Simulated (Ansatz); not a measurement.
**From LDA to G0W0: Y2Ti2O7 (Fd-3m)**

Aim: the quasiparticle gap of Y2Ti2O7 (Fd-3m), starting from LDA.

Main program and level: Ansatz 0.2.0; LDA, then G0W0 on it, plane waves, PAW.

**Experimental background.**

- Gap 3.44 eV: direct optical gap from Tauc plot; UV-Vis-NIR transmission; bulk crystal (floating-zone single crystal wafer, 1 mm thick) (“Structural, optical and mechanical properties of Y2Ti2O7 single crystal”, 2020, arxiv:2006.07359).

## (1) Set-up

Symmetry: Fd-3m, No. 227, cubic system. Conventional cell: a = 10.099 Å, b = 10.099 Å, c = 10.099 Å, α = 90.00°, β = 90.00°, γ = 90.00°. Nearest to Y lie 8 O at 2.19 to 2.48 Å. Nearest to Ti lie 6 O at 1.96 Å. Nearest to O lie 2 Ti at 1.96 Å and 2 Y at 2.48 Å. Nearest to O lie 4 Y at 2.19 Å. Farther neighbours and most contacts between anions are not listed.

Geometry: measured cell, ions relaxed with LDA. The runs that relaxed it are not among those shown. The default PAW set here is soft_2. Its files were made with PBE.

## (2) Bands along the symmetry lines

Levels along a band path and on the mesh show where this functional puts the band edges.

This step: DFT, LDA, plane waves, PAW.

Contents of input.yaml:

```yaml
crystal:
  lattice:
    - [0.0, 5.0493, 5.0493]
    - [5.0493, 0.0, 5.0493]
    - [5.0493, 5.0493, 0.0]
  atoms:
    - { symbol: "Y", position: [0.125, 0.125, 0.125] }
    - { symbol: "Y", position: [0.625, 0.125, 0.125] }
    - { symbol: "Y", position: [0.125, 0.125, 0.625] }
    - { symbol: "Y", position: [0.125, 0.625, 0.125] }
    - { symbol: Ti, position: [0.625, 0.625, 0.625] }
    - { symbol: Ti, position: [0.125, 0.625, 0.625] }
    - { symbol: Ti, position: [0.625, 0.625, 0.125] }
    - { symbol: Ti, position: [0.625, 0.125, 0.625] }
    - { symbol: O, position: [0.5454541437, 0.9545458563, 0.9545458563] }
    - { symbol: O, position: [0.7045458563, 0.2954541437, 0.7045458563] }
    - { symbol: O, position: [0.9545458563, 0.5454541437, 0.5454541437] }
    - { symbol: O, position: [0.2954541437, 0.7045458563, 0.2954541437] }
    - { symbol: O, position: [0.9545458563, 0.5454541437, 0.9545458563] }
    - { symbol: O, position: [0.7045458563, 0.7045458563, 0.2954541437] }
    - { symbol: O, position: [0.5454541437, 0.9545458563, 0.5454541437] }
    - { symbol: O, position: [0.2954541437, 0.2954541437, 0.7045458563] }
    - { symbol: O, position: [0.7045458563, 0.2954541437, 0.2954541437] }
    - { symbol: O, position: [0.9545458563, 0.9545458563, 0.5454541437] }
    - { symbol: O, position: [0.2954541437, 0.7045458563, 0.7045458563] }
    - { symbol: O, position: [0.5454541437, 0.5454541437, 0.9545458563] }
    - { symbol: O, position: [0.0, 0.0, 0.0] }
    - { symbol: O, position: [0.25, 0.25, 0.25] }
kpoints:
  mp_grid: { grid: [4, 4, 4] }
  band_path:
    path:
      - [[0.0, 0.0, 0.0], [0.5, 0.0, 0.5], [0.625, 0.25, 0.625]]
      - [[0.375, 0.375, 0.75], [0.0, 0.0, 0.0], [0.5, 0.5, 0.5], [0.5, 0.25, 0.75], [0.5, 0.0, 0.5]]
    npoints: 10
hamiltonian:
  xc: lda
scf:
  occupations: { method: fermi_dirac, width: 0.02 }
  n_extra_bands: 11
output:
  eigenvalues: true
```

Started as:

```bash
> ansatz run input.yaml --threads 24 --pin off --max-ram 82944MiB --backend cuda --events-out ev --progress --plain --runs-dir out --devices 1 --max-vram 78GiB
```

Numbers of over 12 decimals in the logs are rounded to 6 here.

Log:

```text
scf.n_extra_bands = 11 over 88 filled bands (N_el = 176.0): the run solves 99 bands
GPUs: using 1 of 1 available (devices: 1).
Engine: ansatz 0.2.0, aarch64-unknown-linux-gnu
Pseudopotentials: kind: paw
Pseudopotential: Y, paw, valence charge 11, recommended cutoff 420 eV (normal), Y.paw.azcp
Pseudopotential: Ti, paw, valence charge 12, recommended cutoff 420 eV (normal), Ti.paw.azcp
Pseudopotential: O, paw, valence charge 6, recommended cutoff 420 eV (normal), O.paw.azcp
Functional definition: SPW92
  exchange = slater_x
  correlation = pw_c
device memory: the entry about to start is reckoned to put 14.8 GiB on a device that reports 168.6 GiB free (of which the cap on the GPU budget leaves the run 78.0 GiB)
GPU FFT provider: cuFFT
GPU libraries: cuBLAS 13.8.1, cuFFT 12.4.0, cuSOLVER 12.3.2
GPU matrix products: emulated (plane waves: as basis.precision tells), large ones in fixed point in workspaces of 1.00 GiB
Crystal: 22 atoms, lattice volume = 257.468 Å³
Basis set: ecut = 420 eV, 5029 PW (Γ)
Bands: 99, of which v1, the nominal top of the filled ones, is band 88 counted from 1 (87 counted from 0)
Symmetry: 48 space group operations
Space group: Fd-3m (ITA 227), of the structure as read, at distance tolerance 6.4e-5 Å
k-points: 8 of 64
Non-local potential: Y, projectors of the file, l = 0: 3, l = 1: 2, l = 2: 2, l = 3: 1
Non-local potential: Ti, projectors of the file, l = 0: 3, l = 1: 2, l = 2: 3, l = 3: 1
Non-local potential: O, projectors of the file, l = 0: 2, l = 1: 2, l = 2: 1
PAW form: soft (Blöchl's): semilocal exchange-correlation on the pseudo side does not see the compensation charge
PAW frozen core: Y, regenerated for the run's functional, and the local potential with it (the file was generated under x = pbe(κ = 0.804, μ = 0.219515), c = pbe(β = 0.066725))
PAW frozen core: Ti, regenerated for the run's functional, and the local potential with it (the file was generated under x = pbe(κ = 0.804, μ = 0.219515), c = pbe(β = 0.066725))
PAW frozen core: O, regenerated for the run's functional, and the local potential with it (the file was generated under x = pbe(κ = 0.804, μ = 0.219515), c = pbe(β = 0.066725))
PAW one-centre angular grid: Y, 590 points (default); XC on 64 Gauss nodes
PAW one-centre angular grid: Ti, 590 points (default); XC on 64 Gauss nodes
PAW one-centre angular grid: O, 110 points (default); XC on 64 Gauss nodes
Initial density: superposition of atomic densities (neutral atoms: chi_scale 0, normalization atom), corrected by the library's trained network
Initial wavefunctions: pseudopotential atomic-orbital guess
GPU buffer pool allocated for 110592 grid points (all kernels)
GPU transforms: local potential and band sums: pruned to the plane-wave sphere, on 48×48×48
Functional: x = slater, c = lda
SCF iter   1: F=—  HF=-32598.139111 eV  |F-HF|=—  |Δ(HF+E_count)|=         —  Δρ=1.83e-2  dr2=7.74e-1  ethr=1.77e-3  ⟨swp⟩=5.0  Hψ=3090  notcnv=0
preconditioner: auto → Resta (q_TF=auto, 2.561 Å⁻¹)  ε∞=6.4  [insulator: Δε(μ)=2.609 eV  Ē_g=11.641 eV  σ=0.020 eV  W_gap=1.00  n_scr=64 (ndim 8)  ℏωp=27.0 eV  f_vac=0.019  D(μ)=0.00/eV (n_scr^D=0)  ε∞_Penn≈6.4]
SCF iter   2: F=—  HF=-32597.982647 eV  |F-HF|=—  |Δ(HF+E_count)|=   1.56e-1  Δρ=7.93e-3  dr2=1.24e-1  ethr=4.40e-4  ⟨swp⟩=2.0  Hψ=1459  notcnv=0  defer=18
SCF iter   3: F=—  HF=-32597.959399 eV  |F-HF|=—  |Δ(HF+E_count)|=   2.32e-2  Δρ=2.92e-3  dr2=1.62e-2  ethr=7.04e-5  ⟨swp⟩=3.0  Hψ=1190  notcnv=0  defer=18
SCF iter   4: F=—  HF=-32597.956251 eV  |F-HF|=—  |Δ(HF+E_count)|=   3.15e-3  Δρ=1.14e-3  dr2=2.81e-3  ethr=9.20e-6  ⟨swp⟩=2.0  Hψ=1155  notcnv=0  defer=18
SCF iter   5: F=—  HF=-32597.955985 eV  |F-HF|=—  |Δ(HF+E_count)|=   2.66e-4  Δρ=3.73e-4  dr2=3.38e-4  ethr=1.60e-6  ⟨swp⟩=2.0  Hψ=1137  notcnv=0  defer=18
SCF iter   6: F=—  HF=-32597.954937 eV  |F-HF|=—  |Δ(HF+E_count)|=   1.05e-3  Δρ=1.10e-4  dr2=3.29e-5  ethr=1.92e-7  ⟨swp⟩=2.0  Hψ=1152  notcnv=0  defer=18
SCF iter   7: F=—  HF=-32597.955783 eV  |F-HF|=—  |Δ(HF+E_count)|=   8.47e-4  Δρ=1.59e-5  dr2=4.53e-7  ethr=1.87e-8  ⟨swp⟩=2.0  Hψ=1057  notcnv=0  defer=18
SCF iter   8: F=-32597.955783 eV  HF=-32597.955783 eV  |F-HF|=2.37e-8  |Δ(HF+E_count)|=   2.55e-7  Δρ=4.09e-6  dr2=4.66e-8  ethr=5.68e-11  ⟨swp⟩=8.1  Hψ=2201  notcnv=0
SCF 1 converged in 8 iterations: F = -32597.955783 eV  dr2 = 4.66e-8
  greatest PAW one-centre occupation: 0.999 electrons in one spin orbital (limit 2), on the Ti atom at site 7 (counted from 0), in its partial waves of l = 0
device memory: the entry about to start is reckoned to put 14.2 GiB on a device that reports 168.1 GiB free (of which the cap on the GPU budget leaves the run 78.0 GiB)
NSCF: frozen V_eff on 62 k-points, pencils in batches of 32, up to order 436
SCF converged after 8 iterations
Free energy (F): -32597.955783 eV
Harris-Foulkes:  -32597.955783 eV  (|F-HF|=2.37e-8)
Internal energy: -32597.955783 eV  (E = F + TS)
E sigma→0 (E₀):  -32597.955783 eV
Fermi energy:    10.667969 eV
--- Per-component energies (eV) ---
  E_band       = -1043.013795
  E_kinetic    = 4755.487073
  E_local      = -10174.832793  (includes V_loc(G=0)·N_el)
  E_nonlocal   = 934.501511
  E_hartree    = 3726.413228
  E_xc         = -2101.456508
  E_vxc        = -2602.947156  (∫ρ·V_xc dr)
  E_paw        = -16940.477875  (= ΣΔE_a)
  E_vpaw       = -1408.095042  (= ΣTr[D̂ρ^β])
  E_aug_tail   = 0.036109  (compensation charges beyond the density's cutoff)
  E_ewald      = -12801.605573
  E_core_change = 3.979045  (= ΣΔE_core)
  E_smearing   = -0.000000  (= −TS)
  E_closure    = 0.000000  (closes the sum)
  Σ components = -32597.955783   (vs F -32597.955783, Δ=0.00e0)
--- Band table (eV; the first three rows and the last of 8) ---
  k-point 0: bands = [... 84 lower, 8.4218, 9.2444, 9.2444, 9.2444, 12.0530, 12.0530, 12.2226, 12.2572, ... 7 higher]
  k-point 1: bands = [... 84 lower, 8.6204, 8.7632, 9.0279, 9.0279, 12.2196, 12.2196, 12.3477, 12.4255, ... 7 higher]
  k-point 2: bands = [... 84 lower, 8.7836, 8.7836, 8.8848, 8.8848, 12.2643, 12.2643, 12.3974, 12.4354, ... 7 higher]
  k-point 7: bands = [... 84 lower, 8.7398, 8.7398, 9.0315, 9.0315, 12.3350, 12.3350, 12.5135, 12.5135, ... 7 higher]
```

Wall time 1.8 s (1 × NVIDIA GB200 (shared by 2 runs) with 24 threads of Arm Neoverse V2, shared host); peak memory 1 GiB; 4.6 s of CPU time.

Reading the cycles: dr2 is the Hartree energy of the density residual (eV), the measure of convergence; HF is the Harris–Foulkes estimate of the energy, which meets the free energy F at convergence.

Numbers from this step:

| Quantity | Value |
| --- | --- |
| filled bands | 88 |
| gap | 2.797 eV |
| valence top at | X |
| conduction bottom at | Γ |
| least direct gap | 2.809 eV |

Over mesh and path the gap is 2.797 eV, from k = (0.500, 0.000, 0.500) to k = Γ. The least direct gap found is 2.809 eV, at k = Γ.

The electronic bands at the labelled points (eV, zero at the top of the highest nominally filled band):

| point | band 85 | band 86 | band 87 | band 88 | band 89 | band 90 | band 91 | band 92 |
| --- | --- | --- | --- | --- | --- | --- | --- | --- |
| Γ | -0.83 | -0.01 | -0.01 | -0.01 | 2.80 | 2.80 | 2.97 | 3.00 |
| halfway | -0.62 | -0.62 | -0.15 | -0.15 | 3.05 | 3.07 | 3.11 | 3.19 |
| X | -0.57 | -0.57 | 0.00 | 0.00 | 3.18 | 3.18 | 3.28 | 3.28 |
| halfway | -0.60 | -0.58 | -0.07 | -0.02 | 3.16 | 3.19 | 3.19 | 3.27 |
| U | -0.60 | -0.53 | -0.24 | -0.07 | 3.05 | 3.17 | 3.22 | 3.27 |
| jump to K | -0.60 | -0.53 | -0.24 | -0.07 | 3.05 | 3.17 | 3.22 | 3.27 |
| halfway | -0.59 | -0.54 | -0.38 | -0.19 | 2.99 | 3.10 | 3.13 | 3.16 |
| Γ | -0.83 | -0.01 | -0.01 | -0.01 | 2.80 | 2.80 | 2.97 | 3.00 |
| halfway | -0.64 | -0.49 | -0.23 | -0.23 | 2.96 | 2.96 | 3.09 | 3.17 |
| L | -0.47 | -0.47 | -0.37 | -0.37 | 3.01 | 3.01 | 3.14 | 3.18 |
| halfway | -0.57 | -0.56 | -0.28 | -0.23 | 3.04 | 3.10 | 3.15 | 3.23 |
| W | -0.52 | -0.52 | -0.22 | -0.22 | 3.08 | 3.08 | 3.26 | 3.26 |
| halfway | -0.61 | -0.61 | -0.08 | -0.08 | 3.15 | 3.15 | 3.21 | 3.21 |
| X | -0.57 | -0.57 | 0.00 | 0.00 | 3.18 | 3.18 | 3.28 | 3.28 |

## (3) The quasiparticle correction

G0W0 replaces the xc potential by a self-energy built once from the orbitals of the start. Levels are corrected in the window of bands that the input names, at points of the mesh.

This step: G0W0 on LDA, plane waves, PAW.

input.yaml, as its differences from that of step 2:

```diff
@@ -29,8 +29,3 @@
 kpoints:
-  mp_grid: { grid: [4, 4, 4] }
-  band_path:
-    path:
-      - [[0.0, 0.0, 0.0], [0.5, 0.0, 0.5], [0.625, 0.25, 0.625]]
-      - [[0.375, 0.375, 0.75], [0.0, 0.0, 0.0], [0.5, 0.5, 0.5], [0.5, 0.25, 0.75], [0.5, 0.0, 0.5]]
-    npoints: 10
+  mp_grid: { grid: [2, 2, 2] }
 hamiltonian:
@@ -38,5 +33,8 @@
 scf:
-  occupations: { method: fermi_dirac, width: 0.02 }
-  n_extra_bands: 11
-output:
-  eigenvalues: true
+  occupations: { method: fixed }
+gw:
+  n_empty_bands: 968
+  ecut_chi: 140.0
+  qp_bands: [v4, c4]
+  qp_kpoints: band_edges
+  screening: { model: contour_deformation }
```

Log:

```text
GPUs: using 1 of 1 available (devices: 1).
[...]
Crystal: 22 atoms, lattice volume = 257.468 Å³
Basis set: ecut = 420 eV, 5029 PW (Γ)
Bands: 110, of which v1, the nominal top of the filled ones, is band 88 counted from 1 (87 counted from 0)
Symmetry: 48 space group operations
[...]
k-points: 3 of 8
[...]
SCF iter   1: F=—  HF=-32598.058813 eV  |F-HF|=—  |Δ(HF+E_count)|=         —  Δρ=1.78e-2  dr2=7.16e-1  ethr=1.77e-3  ⟨swp⟩=3.3  Hψ=1100  notcnv=0  defer=42
[...]
SCF iter   8: F=-32597.885712 eV  HF=-32597.885712 eV  |F-HF|=7.09e-10  |Δ(HF+E_count)|=   2.27e-7  Δρ=2.77e-6  dr2=1.86e-8  ethr=5.68e-11  ⟨swp⟩=11.0  Hψ=1095  notcnv=0
SCF 1 converged in 8 iterations: F = -32597.885712 eV  dr2 = 1.86e-8
[...]
NSCF: frozen V_eff on 3 k-points
the band table was solved once the SCF had ended and its energy, with any forces and stress, was formed, with the checks that follow a solve (1198 applications of the Hamiltonian). They found nothing against the state; the energy, forces and stress were not computed again (output.eigenvalues in the input reference)
[...]
G₀W₀ screening: q 1/3
[... further progress lines ...]
[...]
SCF converged after 8 iterations
Free energy (F): -32597.885712 eV
[...]
Internal energy: -32597.885712 eV  (E = F + TS)
E sigma→0 (E₀):  -32597.885712 eV
Fermi energy:    9.262103 eV
[...]
--- Band table (eV) ---
[...]
--- G₀W₀: contour deformation, 6 samples at zero and on the imaginary axis and 1 off it, 8 q-points, 968 empty bands' worth ---
  eigenvalues of the whole cell's RPA ε∞ on this k-mesh (on a slab, of 1 + 4πα/V) = 6.1743, 6.1743, 6.1743; static W/v taken at q = 0 is 0.161962
  bands read: the sum over 1056 bands ends inside a degenerate multiplet in 2 slots, whose members it reads at an even weight; the widest, k=0: bands 1056 to 1057 (counted from 1) at 1/2 each
  gw.qp_kpoints: band_edges: 3 of 3 stored k-points solved, in 1 pass; an edge of the gap read off the rows below is read off those points alone
    ik  band        ε_KS         Σx   Σc(E_QP)       V_xc       Z   E_QP_lin       E_QP  E_QP is
     0    85      8.4275   -25.7534     4.7182   -20.6998  0.7178     8.0896     8.0920  root
     0    86      9.2511   -26.5025     4.4785   -21.7525  0.7322     8.9782     8.9795  root
     0    87      9.2511   -26.5025     4.4785   -21.7525  0.7322     8.9782     8.9795  root
     0    88      9.2511   -26.5025     4.4785   -21.7525  0.7322     8.9782     8.9795  root
     0    89     12.0438   -13.4882    -7.2304   -22.3041  0.7251    13.6894    13.6294  root
     0    90     12.0438   -13.4882    -7.2304   -22.3041  0.7251    13.6894    13.6294  root
     0    91     12.2163   -12.8565    -6.7561   -21.0445  0.7258    13.6982    13.6482  root
     0    92     12.2475   -13.3642    -7.6187   -22.5730  0.7152    13.9060    13.8376  root
     1    85      8.7887   -25.4648     4.5164   -20.6566  0.7204     8.4952     8.4969  root
     1    86      8.7887   -25.4648     4.5164   -20.6566  0.7204     8.4952     8.4969  root
     1    87      8.8910   -26.0424     4.4765   -21.2776  0.7292     8.6013     8.6028  root
     1    88      8.8910   -26.0424     4.4765   -21.2776  0.7292     8.6013     8.6028  root
     1    89     12.2553   -13.6952    -7.3284   -22.5912  0.7176    13.8860    13.8228  root
     1    90     12.2553   -13.6952    -7.3284   -22.5912  0.7176    13.8860    13.8228  root
     1    91     12.3893   -13.9717    -7.0811   -22.5705  0.7161    13.9654    13.9071  root
     1    92     12.4283   -13.7326    -7.0402   -22.2612  0.7144    13.9763    13.9167  root
     2    85      8.6950   -25.9196     4.5602   -21.0317  0.7268     8.3653     8.3673  root
     2    86      8.6950   -25.9196     4.5602   -21.0317  0.7268     8.3653     8.3673  root
     2    87      9.2621   -26.0724     4.5305   -21.2655  0.7264     8.9844     8.9858  root
     2    88      9.2621   -26.0724     4.5305   -21.2655  0.7264     8.9844     8.9858  root
     2    89     12.4269   -13.3708    -7.0538   -21.9012  0.7176    13.9613    13.9035  root
     2    90     12.4269   -13.3708    -7.0538   -21.9012  0.7176    13.9613    13.9035  root
     2    91     12.5238   -14.0737    -7.1315   -22.7140  0.7133    14.0929    14.0326  root
     2    92     12.5238   -14.0737    -7.1315   -22.7140  0.7133    14.0929    14.0326  root
```

Wall time 4.5 s (1 × NVIDIA GB200 (shared by 2 runs) with 24 threads); peak memory 1.8 GiB.

This step gave:

* bands summed: 1056
* RPA ε∞ on this mesh (eigenvalues): 6.174, 6.174, 6.174
* plane waves in the screening matrix: 941
* q-points in the mesh: 8
* G0W0 gap over the corrected points: 4.644 eV
* k of the valence top: 0, -0.5, -0.5
* k of the conduction bottom: 0, 0, 0
* starting gap on the mesh: 2.782 eV
* Z at the valence top: 0.7264
* Z at the conduction bottom: 0.7251
* least direct G0W0 gap over the corrected points: 4.650 eV

Over all 3 irreducible mesh points the G0W0 gap is 4.644 eV, from k = (0.000, -0.500, -0.500) to k = Γ. The LDA gap of this run on the mesh is 2.782 eV. The two states that bound the G0W0 gap lie that far apart at the start, so the correction of the gap is 4.644 − 2.782 = +1.862 eV. The start of this run differs from the step before in mesh (4×4×4 and 2×2×2).

Labels follow the order of the start: v1 is the top filled band, c1 the lowest empty one; levels that stay degenerate share a row, the window can cut a multiplet, doubted levels are not marked in this list, bands outside the window were not corrected, and the list may be a part of the corrected levels. The levels before and after the correction (eV, zero at the valence-band top of each column):

|  | conduction bottom | valence top |
| --- | --- | --- |
| Kohn-Sham | 2.78 | 0.00 |
| G0W0 | 4.64 | 0.00 |

|  | level | occupation | energy (eV) |
| --- | --- | --- | --- |
| Kohn-Sham | Γ v3-v1 | 2 | -0.011 |
| Kohn-Sham | Γ c1-c2 | 0 | 2.782 |
| Kohn-Sham | Γ c3 | 0 | 2.954 |
| Kohn-Sham | (0 -0.5 -0.5) v3 | 2 | -0.567 |
| Kohn-Sham | (0 -0.5 -0.5) v2-v1 | 2 | 0.000 |
| Kohn-Sham | (0 -0.5 -0.5) c1-c2 | 0 | 3.165 |
| Kohn-Sham | (0 -0.5 -0.5) c3 | 0 | 3.262 |
| G0W0 | Γ v3-v1 | 2 | -0.006 |
| G0W0 | Γ c1-c2 | 0 | 4.644 |
| G0W0 | Γ c3 | 0 | 4.662 |
| G0W0 | (0 -0.5 -0.5) v3 | 2 | -0.618 |
| G0W0 | (0 -0.5 -0.5) v2-v1 | 2 | 0.000 |
| G0W0 | (0 -0.5 -0.5) c1-c2 | 0 | 4.918 |
| G0W0 | (0 -0.5 -0.5) c3 | 0 | 5.047 |

The parts of the quasiparticle energy for the two states that bound the G0W0 gap, in eV on the run's own scale (QP = start + Σx + Σc − Vxc, with Σc at the quasiparticle energy):

| edge | k | band | start | Σx | Σc | Vxc | Z | QP |
| --- | --- | --- | --- | --- | --- | --- | --- | --- |
| valence top | (0.000, -0.500, -0.500) | 87 | 9.262 | −26.072 | 4.530 | −21.265 | 0.726 | 8.986 |
| conduction bottom | Γ | 89 | 12.044 | −13.488 | −7.230 | −22.304 | 0.725 | 13.629 |

(Part 1 of 2 ends here.)

[Paths, hosts, dates, memory and timing lines, banners, echoed tables and standing remarks are left out of the program output.]

[Logs are printed without paths, hosts, clocks, repeated set-up lines and the standing remarks that a program may print on its own settings, such as how far it seeks lower states.]

[Runs of the session that timed out or met a known fault of the program may be left out.]

[Cells called generated may have been cut or substituted from an entry of the Crystallography Open Database or the Materials Project.]

[Hosts, paths, dates, database ids (printed as entryN), source tags and the programs' standing remarks are cut or masked in the printed files.]

[Where an RPA ε∞ is given, it is that of the G0W0 mesh and is not shown converged in it. Names of k-points follow the symmetry that the program found, which can be lower than the space group named. Band edges on a path are those of the sampled points; other points can move an edge, and change direct to indirect where valleys lie close.]

[Hybrid gaps are those of their k-mesh and are not shown converged in it.]
